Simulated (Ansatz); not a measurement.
# Ta2O5 (98 atoms): melt and quench

What local order forms when Ta2O5 (98 atoms) is quenched by DFT dynamics?

Method: Kohn-Sham DFT, r2SCAN, PAW (set soft_2), plane waves, in Ansatz 0.2.0.

**What experiment says.** An annealed ion-beam-sputtered amorphous Ta2O5 film was measured at room temperature by normal-incidence synchrotron X-ray total scattering, showing a very weak O-O contribution (“Deep insights into the local structure of amorphous Ta2O5 thin films by X-ray pair distribution function analysis”, 2021, arxiv:2111.13554): nearest O–O distance 2.7 Å; number of O about Ta 6.5 (by electron diffraction PDF + RMC refinement).

### 1. The starting structure

The cell holds 98 atoms: 70 O and 28 Ta. Cell: a = 11.112 Å, b = 11.112 Å, c = 11.112 Å, α = 90.0°, β = 90.0°, γ = 90.0°. 98 atoms (70 O, 28 Ta) packed at random in a cube at 7.49 g/cm³ and pushed apart as soft spheres, cations and anions kept from their own kind; a start for melting by ab initio MD, not an equilibrated structure.

What the set-up can't give: The Brillouin zone is sampled at Γ only, in a cell whose shortest periodic width is 11 Å. No spin–orbit coupling is included, so levels derived from the heavy atoms are approximate.

### 2. Single point at the start

A single point comes first, to see the forces before anything moves.

Input file input.yaml:

```yaml
crystal:
  lattice:
    - [11.1116, 0.0, 0.0]
    - [0.0, 11.1116, 0.0]
    - [0.0, 0.0, 11.1116]
  atoms:
    - { symbol: O, position: [0.20536, 0.07074, 0.62485] }
    - { symbol: O, position: [0.33089, 0.96343, 0.33495] }
    - { symbol: O, position: [0.1067, 0.46484, 0.37024] }
    - { symbol: O, position: [0.33079, 0.74252, 0.4594] }
    [... 88 atom lines left out ...]
    - { symbol: Ta, position: [0.01609, 0.70886, 0.21808] }
    - { symbol: Ta, position: [0.77755, 0.4339, 0.3786] }
    - { symbol: Ta, position: [0.68601, 0.53131, 0.09942] }
    - { symbol: Ta, position: [0.28558, 0.68026, 0.06992] }
    - { symbol: Ta, position: [0.97003, 0.05595, 0.91715] }
    - { symbol: Ta, position: [0.43771, 0.97362, 0.89272] }
kpoints:
  mp_grid: { grid: [1, 1, 1] }
hamiltonian:
  xc: r2scan
scf:
  occupations: { method: fermi_dirac, width: 0.293 }
output:
  forces: true
```

Started as:

```bash
$ ansatz run input.yaml --threads 32 --pin off --max-ram 143360MiB --backend cuda --events-out ev --progress --plain --runs-dir out
```

Elapsed: 2.1 s, on 1 × NVIDIA GB200 with 32 threads of Arm Neoverse V2, shared host; peak memory 1.5 GiB; 5.1 s of CPU time.

That memory is the host's; the program planned up to 5 GiB on the GPU. Forces of this run were stored rounded, and per-atom blocks of the log weren't kept.

Numbers from this run:

```yaml
free_energy: -318071.1889 eV
free_energy_per_atom: -3245.6244 eV/atom
scf_cycles: 9
r_m_s_force_component: 2.288 eV/Å
longest_force: 7.727 eV/Å
fermi_energy: 7.824 eV
```

The r.m.s. force component of 2.3 eV/Å sets the starting point.

Length of the force by element:

| element | coordination | atoms | mean length of the force (eV/Å) | spread | least | most |
| --- | --- | --- | --- | --- | --- | --- |
| O | all | 70 | 3.50 | 1.48 | 0.774 | 6.72 |
| Ta | all | 28 | 4.02 | 1.63 | 1.32 | 7.73 |

### 3. Melting at 3400 K

The random start is held at a high temperature, to make it forget its packing.

input.yaml: that of step 2 with these lines changed.

```diff
@@ -15 +15,8 @@
   forces: true
+md:
+  timestep: 1.5
+  n_steps: 370
+  ensemble: nvt_langevin
+  temperature: 3400
+  initial_velocities: maxwell_boltzmann
+  seed: 1295
```

Elapsed: 5 min, on 1 × NVIDIA GB200 with 32 threads; peak memory 1.6 GiB.

That memory is the host's.

The program notes that it switched symmetry off.

The trajectory, sampled:

| time (fs) | T (K) | potential (meV/atom) |
| --- | --- | --- |
| 0.0 | 3365 | 0.0 |
| 36.0 | 9112 | -1011.7 |
| 78.0 | 7002 | -1232.3 |
| 114.0 | 6854 | -1519.4 |
| 156.0 | 5379 | -1664.9 |
| 186.0 | 4464 | -1697.5 |
| 228.0 | 4392 | -1792.3 |
| 258.0 | 4464 | -1858.2 |
| 300.0 | 4539 | -2005.8 |
| 330.0 | 4785 | -2070.7 |
| 372.0 | 3785 | -2041.7 |
| 408.0 | 3645 | -2072.9 |
| 450.0 | 3697 | -2141.7 |
| 480.0 | 3792 | -2142.4 |
| 522.0 | 3707 | -2107.4 |
| 555.0 | 4372 | -2131.5 |

Mean square displacement from the first frame to the last: O 6.1 Å², Ta 1.9 Å².

The mean square displacement by time lag:

| time lag (fs) | O (Å²) | Ta (Å²) |
| --- | --- | --- |
| 2 | 0.00183 | 1.5e-4 |
| 12 | 0.104 | 0.00927 |
| 24 | 0.320 | 0.0339 |
| 36 | 0.528 | 0.0691 |
| 58 | 0.845 | 0.153 |
| 70 | 0.990 | 0.203 |
| 81 | 1.10 | 0.248 |
| 93 | 1.23 | 0.300 |
| 105 | 1.34 | 0.352 |
| 116 | 1.43 | 0.397 |
| 128 | 1.54 | 0.447 |
| 150 | 1.75 | 0.536 |
| 162 | 1.87 | 0.581 |
| 174 | 1.98 | 0.626 |
| 184 | 2.08 | 0.664 |
| 196 | 2.19 | 0.706 |
| 208 | 2.31 | 0.746 |
| 219 | 2.41 | 0.781 |
| 243 | 2.63 | 0.860 |
| 254 | 2.72 | 0.895 |
| 266 | 2.82 | 0.936 |
| 278 | 2.91 | 0.976 |

Over the second half of 555 fs the temperature averages 4008 K, falling from about 4461 to 3816 K (means over the first and last quarter of that half). From first frame to last O has the largest mean square displacement, 6.1 Å² at the end; the farthest move is 4.31 Å. By the end of the lags followed (0.28 ps), the least mobile element has a mean square displacement of 0.98 Å², too little over such short lags to show that the memory of the start is lost. The mean temperature of 4008 K lies well off the 3400 K of the input, so the thermostat hasn't yet brought the run to equilibrium. The run spans 0.56 ps, too short for its means to be equilibrium values.

### 4. Liquid at 2550 K

The hot cell is sampled with a Nosé–Hoover thermostat, which disturbs diffusion little, and with stress on.

Input file input.yaml:

```yaml
crystal:
  lattice:
    - [11.1116, 0.0, 0.0]
    - [0.0, 11.1116, 0.0]
    - [0.0, 0.0, 11.1116]
  atoms:
    - { symbol: O, position: [0.92191, 0.02477, 0.84308] }
    - { symbol: O, position: [0.36509, 0.90983, 0.3025] }
    - { symbol: O, position: [0.43665, 0.43877, 0.32757] }
    - { symbol: O, position: [0.35832, 0.99116, 0.51248] }
    [... 88 atom lines left out ...]
    - { symbol: Ta, position: [0.04434, 0.60561, 0.25698] }
    - { symbol: Ta, position: [0.74637, 0.51363, 0.45468] }
    - { symbol: Ta, position: [0.73324, 0.47266, 0.1449] }
    - { symbol: Ta, position: [0.22414, 0.54358, 0.98697] }
    - { symbol: Ta, position: [0.01451, 0.13508, 0.92937] }
    - { symbol: Ta, position: [0.40239, 0.92405, 0.92441] }
kpoints:
  mp_grid: { grid: [1, 1, 1] }
hamiltonian:
  xc: r2scan
scf:
  occupations: { method: fermi_dirac, width: 0.22 }
output:
  forces: true
  stress: true
md:
  timestep: 1.5
  n_steps: 350
  ensemble: nvt_nose_hoover
  temperature: 2550
  initial_velocities: maxwell_boltzmann
  seed: 5641
```

Run time: 4.1 min. Hardware: 1 × NVIDIA GB200 with 32 threads; peak memory 1.7 GiB; 20 min of CPU time.

That memory is the host's.

The program notes that the SCF threshold is loose for the stress.

The trajectory, sampled:

| time (fs) | T (K) | potential (meV/atom) | conserved (meV/atom) |
| --- | --- | --- | --- |
| 0.0 | 2550 | 0.0 | 0.00 |
| 36.0 | 3254 | -101.5 | -0.24 |
| 72.0 | 3075 | -109.5 | -0.27 |
| 102.0 | 2856 | -115.4 | -0.32 |
| 138.0 | 2953 | -154.7 | -0.26 |
| 174.0 | 2908 | -174.6 | -0.42 |
| 210.0 | 2555 | -158.3 | -0.53 |
| 240.0 | 2741 | -202.3 | -0.81 |
| 282.0 | 2834 | -241.5 | -0.86 |
| 318.0 | 2473 | -220.5 | -0.59 |
| 354.0 | 2375 | -232.7 | -0.82 |
| 384.0 | 2885 | -317.5 | -1.09 |
| 420.0 | 2627 | -307.8 | -0.85 |
| 456.0 | 2578 | -321.9 | -1.23 |
| 492.0 | 2593 | -336.3 | -1.19 |
| 525.0 | 2418 | -321.8 | -1.02 |

Mean square displacement from the first frame to the last: O 2.9 Å², Ta 1.2 Å².

Mean square displacement against time lag:

| time lag (fs) | O (Å²) | Ta (Å²) |
| --- | --- | --- |
| 2 | 9.6e-4 | 9.4e-5 |
| 12 | 0.0552 | 0.00587 |
| 22 | 0.153 | 0.0195 |
| 33 | 0.244 | 0.0392 |
| 45 | 0.328 | 0.0669 |
| 56 | 0.390 | 0.0946 |
| 66 | 0.443 | 0.124 |
| 76 | 0.489 | 0.155 |
| 88 | 0.541 | 0.191 |
| 99 | 0.587 | 0.223 |
| 110 | 0.636 | 0.254 |
| 120 | 0.688 | 0.284 |
| 132 | 0.748 | 0.318 |
| 142 | 0.799 | 0.347 |
| 153 | 0.850 | 0.376 |
| 164 | 0.900 | 0.404 |
| 176 | 0.957 | 0.436 |
| 186 | 1.01 | 0.463 |
| 196 | 1.06 | 0.491 |
| 207 | 1.11 | 0.518 |
| 219 | 1.17 | 0.548 |
| 230 | 1.22 | 0.575 |
| 240 | 1.27 | 0.602 |
| 250 | 1.31 | 0.628 |
| 262 | 1.37 | 0.659 |

Over the second half of 525 fs the temperature averages 2628 K with swings of 192 K r.m.s. The conserved energy stays within 1.29 meV/atom. From first frame to last O has the largest mean square displacement, 2.9 Å² at the end; the farthest move is 3.25 Å. By the end of the lags followed (0.26 ps), the least mobile element has a mean square displacement of 0.66 Å², too little over such short lags to show that the memory of the start is lost. The potential energy still drifts by -50 meV/atom between the last two quarters, so the cell isn't at equilibrium and its averages are those of a relaxing fluid. The run spans 0.53 ps, too short for its means to be equilibrium values.

### 5. Distances and neighbours late in the run

The g(r) is a mean over the second half; what follows it is taken at the last frame.

Density 7.49 g/cm³, 14.00 Å³ an atom.

Mean of 14 frames. g(r), total and by pair (bins of 0.1 Å):

| r (Å) | total | O-O | O-Ta | Ta-Ta |
| --- | --- | --- | --- | --- |
| 1.55 | 0.00 | 0.00 | 0.00 | 0.00 |
| 1.65 | 0.12 | 0.00 | 0.30 | 0.00 |
| 1.75 | 1.00 | 0.00 | 2.46 | 0.00 |
| 1.85 | 2.18 | 0.00 | 5.34 | 0.00 |
| 1.95 | 2.16 | 0.00 | 5.29 | 0.00 |
| 2.05 | 1.44 | 0.06 | 3.44 | 0.00 |
| 2.15 | 0.96 | 0.16 | 2.15 | 0.00 |
| 2.25 | 0.76 | 0.54 | 1.20 | 0.00 |
| 2.35 | 0.82 | 1.10 | 0.63 | 0.00 |
| 2.45 | 0.89 | 1.37 | 0.47 | 0.00 |
| 2.55 | 1.04 | 1.80 | 0.31 | 0.00 |
| 2.65 | 1.08 | 1.89 | 0.27 | 0.00 |
| 2.75 | 1.00 | 1.75 | 0.26 | 0.05 |
| 2.85 | 1.03 | 1.78 | 0.23 | 0.29 |
| 2.95 | 1.02 | 1.70 | 0.32 | 0.32 |
| 3.05 | 0.94 | 1.48 | 0.30 | 0.77 |
| 3.15 | 0.97 | 1.35 | 0.41 | 1.36 |
| 3.25 | 0.91 | 1.16 | 0.43 | 1.71 |
| 3.35 | 0.92 | 1.04 | 0.62 | 1.72 |
| 3.45 | 0.86 | 0.89 | 0.63 | 1.82 |
| 3.55 | 0.92 | 0.82 | 0.81 | 2.04 |
| 3.65 | 0.96 | 0.88 | 0.85 | 1.96 |
| 3.75 | 1.04 | 0.90 | 1.00 | 2.11 |
| 3.85 | 1.03 | 0.82 | 1.17 | 1.60 |
| 3.95 | 0.99 | 0.84 | 1.12 | 1.31 |
| 4.05 | 0.98 | 0.80 | 1.23 | 0.87 |
| 4.15 | 1.01 | 0.78 | 1.33 | 0.79 |
| 4.25 | 1.01 | 0.73 | 1.43 | 0.73 |
| 4.35 | 1.00 | 0.79 | 1.32 | 0.71 |
| 4.45 | 0.99 | 0.77 | 1.29 | 0.86 |
| 4.55 | 1.03 | 0.83 | 1.36 | 0.70 |
| 4.65 | 1.04 | 0.90 | 1.24 | 0.89 |
| 4.75 | 1.05 | 0.96 | 1.16 | 0.97 |
| 4.85 | 1.01 | 0.97 | 1.08 | 0.95 |
| 4.95 | 1.03 | 1.02 | 1.09 | 0.76 |
| 5.05 | 1.05 | 1.12 | 0.98 | 0.99 |
| 5.15 | 1.02 | 1.14 | 0.89 | 0.96 |
| 5.25 | 1.01 | 1.10 | 0.90 | 0.94 |
| 5.35 | 1.06 | 1.22 | 0.90 | 0.85 |
| 5.45 | 1.00 | 1.10 | 0.88 | 1.01 |
| 5.55 | 1.01 | 1.12 | 0.88 | 1.03 |

Bonds by pair of elements; cutoffs follow the first minimum of g(r), held within bounds set by covalent radii, and pairs that aren't listed don't count as bonded:

| pair A-B | cutoff (Å) | bonds | mean length (Å) | spread (Å) | shortest (Å) | B about A | A about B |
| --- | --- | --- | --- | --- | --- | --- | --- |
| O-Ta | 2.83 | 163 | 2.06 | 0.227 | 1.67 | 2.33 | 5.82 |

How many atoms have how many bonded neighbours:

| element | mean | 2 | 3 | 4 | 5 | 6 | 7 | 8 |
| --- | --- | --- | --- | --- | --- | --- | --- | --- |
| O | 2.33 | 47 | 23 | 0 | 0 | 0 | 0 | 0 |
| Ta | 5.82 | 0 | 0 | 1 | 7 | 17 | 2 | 1 |

For some of the pairs, g(r) has its first main peak near 1.9 Å (O-Ta). With the cutoffs above, 67 % of O atoms have 2 and 61 % of Ta atoms have 6 bonded neighbours.

### 6. Quench from 2550 to 300 K

The set temperature is lowered linearly, to freeze the liquid.

Input file input.yaml:

```yaml
crystal:
  lattice:
    - [11.1116, 0.0, 0.0]
    - [0.0, 11.1116, 0.0]
    - [0.0, 0.0, 11.1116]
  atoms:
    - { symbol: O, position: [0.95687, 0.98332, 0.80407] }
    - { symbol: O, position: [0.44615, 0.00646, 0.35759] }
    - { symbol: O, position: [0.47216, 0.43204, 0.29133] }
    - { symbol: O, position: [0.31368, 0.03232, 0.59713] }
    [... 88 atom lines left out ...]
    - { symbol: Ta, position: [0.02056, 0.66867, 0.26966] }
    - { symbol: Ta, position: [0.69411, 0.53048, 0.42567] }
    - { symbol: Ta, position: [0.80188, 0.50726, 0.09941] }
    - { symbol: Ta, position: [0.10644, 0.41412, 0.01718] }
    - { symbol: Ta, position: [0.99274, 0.05579, 0.94234] }
    - { symbol: Ta, position: [0.45245, 0.88098, 0.91103] }
kpoints:
  mp_grid: { grid: [1, 1, 1] }
hamiltonian:
  xc: r2scan
scf:
  occupations: { method: fermi_dirac, width: 0.22 }
output:
  forces: true
md:
  timestep: 1.5
  n_steps: 1120
  ensemble: nvt_langevin
  temperature: 2550
  initial_velocities: maxwell_boltzmann
  seed: 7628
  temperature_schedule: [{ n_steps: 1120, end_temperature: 300.0 }]
```

Run time: 12 min. Hardware: 1 × NVIDIA GB200 with 32 threads; peak memory 1.6 GiB.

That memory is the host's.

The trajectory, sampled:

| time (fs) | T (K) | potential (meV/atom) |
| --- | --- | --- |
| 0.0 | 2524 | 0.0 |
| 126.0 | 2473 | -24.0 |
| 234.0 | 1932 | -51.3 |
| 342.0 | 1813 | -78.4 |
| 450.0 | 2309 | -104.1 |
| 558.0 | 1816 | -71.5 |
| 666.0 | 1314 | -119.3 |
| 792.0 | 1617 | -155.6 |
| 900.0 | 1473 | -165.1 |
| 1008.0 | 1342 | -156.3 |
| 1116.0 | 1165 | -175.5 |
| 1224.0 | 1199 | -219.2 |
| 1332.0 | 1016 | -236.5 |
| 1458.0 | 876 | -270.2 |
| 1566.0 | 671 | -296.3 |
| 1680.0 | 500 | -316.8 |

Mean square displacement at the end: O 1.3 Å², Ta 0.64 Å².

Potential energy along the quench, in blocks of steps:

| from (ps) | to (ps) | mean T (K) | potential energy (meV/atom, from the first step) |
| --- | --- | --- | --- |
| 0.00 | 0.13 | 2376 | 10.7 |
| 0.14 | 0.24 | 2140 | -33.7 |
| 0.25 | 0.36 | 1921 | -73.3 |
| 0.38 | 0.48 | 2041 | -98.5 |
| 0.49 | 0.59 | 1838 | -92.6 |
| 0.61 | 0.72 | 1553 | -132.6 |
| 0.74 | 0.85 | 1482 | -146.1 |
| 0.86 | 0.96 | 1433 | -168.1 |
| 0.97 | 1.08 | 1402 | -166.6 |
| 1.10 | 1.20 | 1219 | -193.2 |
| 1.21 | 1.31 | 1117 | -221.7 |
| 1.33 | 1.44 | 905 | -250.2 |
| 1.46 | 1.57 | 752 | -280.4 |
| 1.58 | 1.68 | 552 | -306.3 |

The set temperature runs from 2550 K to 300 K at 1339 K/ps. The potential energy falls by 317 meV/atom from the first block (2376 K) to the last (552 K); harmonic vibrations alone would give 236 meV/atom, and the rest comes from structural change and anharmonicity.

### 7. Held at 300 K

A hold at room temperature samples the structure of the quenched cell.

Input file input.yaml:

```yaml
crystal:
  lattice:
    - [11.1116, 0.0, 0.0]
    - [0.0, 11.1116, 0.0]
    - [0.0, 0.0, 11.1116]
  atoms:
    - { symbol: O, position: [0.06239, 0.86687, 0.73034] }
    - { symbol: O, position: [0.53614, 0.97987, 0.30206] }
    - { symbol: O, position: [0.47704, 0.44009, 0.22978] }
    - { symbol: O, position: [0.38144, 0.02432, 0.5484] }
    [... 88 atom lines left out ...]
    - { symbol: Ta, position: [0.99442, 0.68292, 0.2587] }
    - { symbol: Ta, position: [0.76586, 0.50674, 0.3852] }
    - { symbol: Ta, position: [0.85423, 0.46523, 0.06484] }
    - { symbol: Ta, position: [0.14842, 0.36451, 0.96223] }
    - { symbol: Ta, position: [0.93375, 0.99901, 0.02425] }
    - { symbol: Ta, position: [0.4536, 0.85246, 0.88733] }
kpoints:
  mp_grid: { grid: [1, 1, 1] }
hamiltonian:
  xc: r2scan
scf:
  occupations: { method: fermi_dirac, width: 0.05 }
output:
  forces: true
md:
  timestep: 1.5
  n_steps: 890
  ensemble: nvt_nose_hoover
  temperature: 300
  initial_velocities: maxwell_boltzmann
  seed: 308
```

Elapsed: 7.1 min, on 1 × NVIDIA GB200 with 32 threads; peak memory 1.5 GiB; 28 min of CPU time.

That memory is the host's.

Rows from the run:

| time (fs) | T (K) | potential (meV/atom) | conserved (meV/atom) |
| --- | --- | --- | --- |
| 0.0 | 300 | 0.0 | 0.00 |
| 94.5 | 351 | -16.1 | -0.08 |
| 189.0 | 286 | -15.6 | -0.09 |
| 270.0 | 349 | -30.2 | -0.12 |
| 364.5 | 303 | -30.8 | -0.14 |
| 445.5 | 305 | -34.3 | -0.13 |
| 540.0 | 314 | -39.0 | -0.15 |
| 621.0 | 261 | -33.1 | -0.11 |
| 715.5 | 288 | -35.2 | -0.13 |
| 796.5 | 317 | -32.4 | -0.11 |
| 891.0 | 353 | -33.8 | -0.13 |
| 972.0 | 312 | -33.3 | -0.13 |
| 1066.5 | 292 | -34.9 | -0.14 |
| 1147.5 | 336 | -40.5 | -0.17 |
| 1242.0 | 303 | -37.6 | -0.15 |
| 1335.0 | 266 | -35.2 | -0.14 |

Mean square displacement from the first frame to the last: O 0.20 Å², Ta 0.11 Å².

Table of mean square displacement by time lag:

| time lag (fs) | O (Å²) | Ta (Å²) |
| --- | --- | --- |
| 2 | 1.0e-4 | 1.1e-5 |
| 28 | 0.0225 | 0.00367 |
| 57 | 0.0410 | 0.0118 |
| 84 | 0.0485 | 0.0204 |
| 140 | 0.0636 | 0.0366 |
| 168 | 0.0713 | 0.0434 |
| 195 | 0.0786 | 0.0489 |
| 224 | 0.0853 | 0.0539 |
| 250 | 0.0910 | 0.0580 |
| 279 | 0.0965 | 0.0617 |
| 306 | 0.102 | 0.0647 |
| 362 | 0.117 | 0.0699 |
| 390 | 0.122 | 0.0716 |
| 417 | 0.126 | 0.0729 |
| 446 | 0.131 | 0.0742 |
| 472 | 0.135 | 0.0754 |
| 501 | 0.139 | 0.0767 |
| 528 | 0.144 | 0.0780 |
| 584 | 0.154 | 0.0797 |
| 612 | 0.158 | 0.0805 |
| 639 | 0.160 | 0.0812 |
| 668 | 0.164 | 0.0820 |

The vibrational density of states has structure finer than the step of the table below, so its rows give means over 50 cm⁻¹, whole bins alone (the curve runs from 0 to 1497 cm⁻¹). Peaks (cm⁻¹: height): O 311.9: 1.35, 951.3: 0.398; Ta 78.0: 1.72.

From 713 steps of 1.5 fs, resolution about 31 cm-1. Table of vibrational density of states by wavenumber; means over each step; values in 1e-3 per cm⁻¹:

| wavenumber (cm⁻¹) | O | Ta |
| --- | --- | --- |
| 50 | 0.320 | 1.34 |
| 100 | 0.513 | 1.65 |
| 150 | 0.736 | 1.29 |
| 200 | 0.886 | 0.780 |
| 250 | 1.10 | 0.468 |
| 300 | 1.27 | 0.204 |
| 350 | 1.20 | 0.143 |
| 400 | 1.11 | 0.109 |
| 450 | 1.06 | 0.0811 |
| 500 | 0.959 | 0.0631 |
| 550 | 0.821 | 0.0414 |
| 600 | 0.671 | 0.0299 |
| 650 | 0.550 | 0.0274 |
| 700 | 0.463 | 0.0233 |
| 750 | 0.240 | 0.0113 |
| 800 | 0.266 | 0.00840 |
| 850 | 0.289 | 0.00855 |
| 900 | 0.258 | 0.00763 |
| 950 | 0.360 | 0.00939 |
| 1000 | 0.223 | 0.00541 |
| 1050 | 0.0396 | 0.00108 |
| 1100 | 0.00971 | 3.4e-4 |
| 1150 | 0.00496 | 2.2e-4 |
| 1200 | 0.00422 | 1.7e-4 |
| 1250 | 0.00212 | 1.2e-4 |
| 1300 | 0.00143 | 7.8e-5 |
| 1350 | 8.4e-4 | 5.9e-5 |
| 1400 | 6.0e-4 | 5.2e-5 |
| 1450 | 4.4e-4 | 3.8e-5 |

Over the second half of 1335 fs the temperature averages 306 K with swings of 24 K r.m.s. The conserved energy stays within 0.17 meV/atom. From first frame to last O has the largest mean square displacement, 0.20 Å² at the end; the farthest move is 1.28 Å. The most distinct maxima of the vibrational density of states (O) lie at 312 and 951 cm⁻¹, the highest at 312 cm⁻¹. The count of bonds goes from 160 in the first frame to 163 in the last, by one set of cutoffs: 4 pairs passed out of them and 7 came within. The run spans 1.33 ps, too short for its means to be equilibrium values.

### 8. Distances and neighbours late in the run

The g(r) is a mean over the second half; what follows it is taken at the last frame.

Density 7.49 g/cm³, 14.00 Å³ an atom.

Mean of 14 frames. Pair distribution functions g(r), in bins of 0.1 Å:

| r (Å) | total | O-O | O-Ta | Ta-Ta |
| --- | --- | --- | --- | --- |
| 1.65 | 0.00 | 0.00 | 0.00 | 0.00 |
| 1.75 | 0.20 | 0.00 | 0.48 | 0.00 |
| 1.85 | 2.34 | 0.00 | 5.74 | 0.00 |
| 1.95 | 3.28 | 0.00 | 8.03 | 0.00 |
| 2.05 | 1.96 | 0.00 | 4.80 | 0.00 |
| 2.15 | 0.84 | 0.00 | 2.05 | 0.00 |
| 2.25 | 0.36 | 0.05 | 0.83 | 0.00 |
| 2.35 | 0.42 | 0.44 | 0.47 | 0.00 |
| 2.45 | 0.76 | 1.31 | 0.23 | 0.00 |
| 2.55 | 0.94 | 1.73 | 0.13 | 0.00 |
| 2.65 | 1.29 | 2.44 | 0.12 | 0.00 |
| 2.75 | 1.57 | 3.02 | 0.07 | 0.00 |
| 2.85 | 1.24 | 2.38 | 0.07 | 0.00 |
| 2.95 | 1.07 | 1.95 | 0.13 | 0.25 |
| 3.05 | 0.89 | 1.55 | 0.17 | 0.43 |
| 3.15 | 0.74 | 1.09 | 0.20 | 1.28 |
| 3.25 | 0.72 | 0.91 | 0.23 | 1.96 |
| 3.35 | 0.57 | 0.68 | 0.31 | 1.22 |
| 3.45 | 0.64 | 0.67 | 0.51 | 1.18 |
| 3.55 | 0.72 | 0.54 | 0.74 | 1.70 |
| 3.65 | 0.98 | 0.68 | 0.91 | 3.22 |
| 3.75 | 1.15 | 0.87 | 1.03 | 3.44 |
| 3.85 | 1.14 | 0.94 | 1.10 | 2.61 |
| 3.95 | 1.06 | 0.91 | 1.23 | 1.14 |
| 4.05 | 1.01 | 0.82 | 1.32 | 0.66 |
| 4.15 | 0.97 | 0.74 | 1.38 | 0.34 |
| 4.25 | 1.07 | 0.66 | 1.77 | 0.23 |
| 4.35 | 0.96 | 0.54 | 1.60 | 0.43 |
| 4.45 | 1.08 | 0.70 | 1.68 | 0.50 |
| 4.55 | 1.06 | 0.78 | 1.48 | 0.76 |
| 4.65 | 1.07 | 0.93 | 1.31 | 0.70 |
| 4.75 | 1.09 | 1.04 | 1.21 | 0.78 |
| 4.85 | 1.06 | 1.12 | 1.04 | 0.87 |
| 4.95 | 1.07 | 1.21 | 0.94 | 0.78 |
| 5.05 | 0.99 | 1.20 | 0.79 | 0.72 |
| 5.15 | 1.01 | 1.20 | 0.76 | 1.02 |
| 5.25 | 1.06 | 1.24 | 0.82 | 1.16 |
| 5.35 | 1.07 | 1.30 | 0.78 | 1.15 |
| 5.45 | 1.14 | 1.31 | 0.88 | 1.41 |
| 5.55 | 1.04 | 1.15 | 0.87 | 1.18 |

Bonds by pair of elements; cutoffs follow the first minimum of g(r), held within bounds set by covalent radii, and pairs that aren't listed don't count as bonded:

| pair A-B | cutoff (Å) | bonds | mean length (Å) | spread (Å) | shortest (Å) | B about A | A about B |
| --- | --- | --- | --- | --- | --- | --- | --- |
| O-Ta | 2.77 | 163 | 2.01 | 0.146 | 1.80 | 2.33 | 5.82 |

How many atoms have how many bonded neighbours:

| element | mean | 2 | 3 | 5 | 6 | 7 |
| --- | --- | --- | --- | --- | --- | --- |
| O | 2.33 | 47 | 23 | 0 | 0 | 0 |
| Ta | 5.82 | 0 | 0 | 8 | 17 | 3 |

For some of the pairs, g(r) has its first main peak near 2.7 Å (O-O) and 1.9 Å (O-Ta). Counting bonds as in the table, 67 % of O atoms have 2 and 61 % of Ta atoms have 6 bonded neighbours.

[end of part 1 of 2]

[Logs are printed without paths, hosts, clocks, repeated set-up lines and the standing remarks that a program may print on its own settings, such as how far it seeks lower states.]

[Hosts, paths, dates, database ids (printed as entryN), source tags and the programs' standing remarks are cut or masked in the printed files.]
